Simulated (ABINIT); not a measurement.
Records of electronic-structure calculations.

**Quasiparticle gap of CaO (Lime) in ABINIT**

The structure is cubic, space group Fm-3m (No. 225). Conventional cell: a = 4.813 Å, b = 4.813 Å, c = 4.813 Å, α = 90.00°, β = 90.00°, γ = 90.00°. Ca has 6 O at 2.41 Å nearest. Nearest to O lie 6 Ca at 2.41 Å. Farther neighbours, and contacts between anions beyond the nearest, are not listed.

```xyz
2
Lattice="0.0000 2.4065 2.4065 2.4065 0.0000 2.4065 2.4065 2.4065 0.0000" Properties=species:S:1:pos:R:3 pbc="T T T"
Ca    0.0000    0.0000    0.0000
O     2.4065    2.4065    2.4065
```

| Item | Value |
| --- | --- |
| method | RPA screening on PBE, plane waves, norm-conserving pseudopotentials (and 2 further levels or steps) |
| program | ABINIT 10.8.3 |
| settings | cutoff 36 Ha, PseudoDojo scalar-relativistic 0.4.1 standard, norm-conserving, ngkpt (6, 6, 6), nband 214, ecuteps 9.6 Ha, inclvkb 2, shiftk (0, 0, 0), symchi 1, awtr 1, frequency ppm, 6×6×6 k-mesh |
| cost | 5 runs, 2.6 min in all on 8 MPI ranks of Arm Neoverse V2, shared host |
| notes | The cell and positions come from the Crystallography Open Database and are kept as given unless a step says otherwise. |
| PBE gap | 3.66 eV, indirect |
| G0W0 gap on the mesh | 5.87 eV |
| GW settings | 6×6×6 mesh, 214 bands, screening to 261.2 eV, Godby-Needs plasmon pole |
| known limits | short of the basis limit |

G0W0 moves the gap on the mesh from 3.66 eV to 5.87 eV (+2.20 eV), with Z of 0.78 and 0.85 at the edges. Local fields lower the RPA ε∞ on this mesh from 3.92 to 3.57.

[Long decimals in the printed logs are rounded to 6 places.]

[Logs are printed without paths, hosts, clocks, repeated set-up lines and the standing remarks that a program may print on its own settings, such as how far it seeks lower states.]

[Paths, hosts, dates, memory and timing lines, banners, echoed tables and standing remarks are left out of the program output; an Ansatz launch command may be rebuilt from the run's recorded settings. Measured values are a selection of at most five: reports struck by readers or far from the other reports are left out. None is set beside runs whose start may be inverted or whose files or cutoffs have a known fault.]

[Runs of the session that timed out or met a known fault of the program may be left out.]

[Hosts, paths, dates, database ids (printed as entryN), source tags and the programs' standing remarks are cut or masked in the printed files.]

[G0W0 gaps are taken among the corrected bands and points alone; a level outside them can change the order at an edge.]

[Where Ansatz stands beside ABINIT at settings called matched, ABINIT's density can come from a denser mesh and the files from another edition; pairs whose starting gaps differed by over 0.03 eV were left out, so agreement reads better than it is.]
